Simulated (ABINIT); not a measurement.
# Calculated records

## Beyond one shot: SiC (Moissanite)

It takes space group P6_3mc (No. 186, hexagonal). The conventional cell has a = 3.076 Å, b = 3.076 Å, c = 5.048 Å, α = 90.00°, β = 90.00°, γ = 120.00°. Nearest to Si lie 4 C at 1.87 to 1.94 Å. C has 4 Si at 1.87 to 1.94 Å nearest. Farther neighbours, and contacts between anions beyond the nearest, are not listed.

```yaml
method: RPA screening on PBE, plane waves, norm-conserving pseudopotentials (and 3 further levels or steps)
program: ABINIT 10.8.3
settings: cutoff 37 Ha, PseudoDojo scalar-relativistic 0.4.1 standard, norm-conserving, ngkpt (6, 6, 4), nband 159, ecuteps 7.2 Ha, inclvkb 2, shiftk (0, 0, 0), symchi 1, awtr 1, frequency ppm, 6×6×4 k-mesh
cost: 5 runs, 43 min in all on 8 MPI ranks of Intel Xeon 6975P-C (Granite Rapids), shared host
notes: The program’s warnings: nkpt*nsppol () is not a multiple of nproc spkpt (). The cell and positions come from the Crystallography Open Database and are kept as given unless a step says otherwise. The first cycle of evGW0 takes the full correction, without the factor Z, so it overshoots the one-shot value.
g0w0: 2.993 eV
evgw0_cycle_1: 3.156 eV
evgw0_cycle_2: 3.114 eV
known_limits: short of the basis limit
```

Only the bands that the input lists are updated; the higher empty ones keep the functional's energies. evGW0 ends at 3.11 eV, +0.12 eV from G0W0, after 2 cycles that took 41 min beside the first screening; the last moved the gap by 0.042 eV, so the loop had not settled.

[Long decimals in the printed logs are rounded to 6 places.]

[Logs are printed without paths, hosts, clocks, repeated set-up lines and the standing remarks that a program may print on its own settings, such as how far it seeks lower states.]

[Paths, hosts, dates, memory and timing lines, banners, echoed tables and standing remarks are left out of the program output; an Ansatz launch command may be rebuilt from the run's recorded settings. Measured values are a selection of at most five: reports struck by readers or far from the other reports are left out. None is set beside runs whose start may be inverted or whose files or cutoffs have a known fault.]

[Runs of the session that timed out or met a known fault of the program may be left out.]

[Hosts, paths, dates, database ids (printed as entryN), source tags and the programs' standing remarks are cut or masked in the printed files.]

[G0W0 gaps are taken among the corrected bands and points alone; a level outside them can change the order at an edge.]

[Where Ansatz stands beside ABINIT at settings called matched, ABINIT's density can come from a denser mesh and the files from another edition; pairs whose starting gaps differed by over 0.03 eV were left out, so agreement reads better than it is.]
